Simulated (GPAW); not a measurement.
Entries from a set of simulations; values are calculated unless marked as measured.

**How the form of the self-energy moves the gap of CsH (Pm-3m)**

It takes space group Pm-3m (No. 221, cubic). Conventional cell: a = 3.818 Å, b = 3.818 Å, c = 3.818 Å, α = 90.00°, β = 90.00°, γ = 90.00°. Nearest to Cs lie 8 H at 3.31 Å. Nearest to H lie 8 Cs at 3.31 Å. Farther neighbours are not listed.

- method: DFT, LDA, plane waves, PAW (and 3 further levels or steps)
- program: GPAW 26.7.0
- settings of one run: cutoff 600 eV, GPAW PAW setups 1.2.1 data release, 4×4×4 k-mesh, nbands 509
- cost: 6 runs, 28 min in all on 4 MPI ranks of Arm Neoverse V2, shared host (the runs of this entry)
- notes: The cell and positions are those that the Materials Project relaxed with its own functionals (PBE, PBE+U or r2SCAN), kept fixed. Limits: no spin-orbit coupling. Bands and cutoff are finite, so the gap is not at the basis limit. The miss can reach some tenths of an eV and take either sign; the mesh is an error of its own. The program warns of a poor linear fit in the extrapolation of some level, so the extrapolated values are rough. The 4×4×4 mesh is coarse for this cell, which bears on the long-range parts of exchange and screening.
- G0W0, Godby-Needs plasmon pole: 4.508 eV
- one-shot HSE06: 3.758 eV
- G0W0, extrapolated in the cutoff: 4.530 eV
- one-shot Hartree-Fock: 9.707 eV
- G0W0, full frequency, Hilbert transform: 4.406 eV
- known limits: not at the basis limit; no spin-orbit coupling; coarse k mesh

One-shot HSE06: −0.749 eV against G0W0, Godby-Needs plasmon pole. G0W0, extrapolated in the cutoff: +0.022 eV against G0W0, Godby-Needs plasmon pole, at other bands or cutoff, so not like for like.

[Runs of the session that timed out or met a known fault of the program may be left out.]

[Hosts, paths, dates, database ids (printed as entryN), source tags and the programs' standing remarks are cut or masked in the printed files.]
